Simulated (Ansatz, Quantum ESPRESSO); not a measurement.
# Predicting the next point of a tunnelling series: a Al chain with one bond drawn out

Method. Quantum ESPRESSO 7.5 (pw.x, pwcond.x), PBE, GBRV ultrasoft; geometry as built. T is the transmission per spin at the Fermi level. The series steps the stretch of one bond.

| added stretch (Å) | T |
| --- | --- |
| 0.5 | 1.83 |
| 1.2 | 0.82 |
| 2 | 0.0513 |
| 3 | 0.00262 |

To predict: What is T at 4 Å?

**Worked estimate.** In the tunnelling regime ln T falls linearly. The last two rows give a slope of ln(0.0513/0.00262)/(3 − 2) = 2.975 per Å, so T(4) ≈ 0.00262 × exp(−2.975 × 1) = 0.000134.

What the calculation gave: T = 0.000204; the estimate is 0.66 times that. The slope over the last interval is 2.553: flatter than before. A second code, Ansatz 0.2.0, gives 0.000176.

**Limits.** Short leads, unrelaxed atoms, a barrier without the image potential.
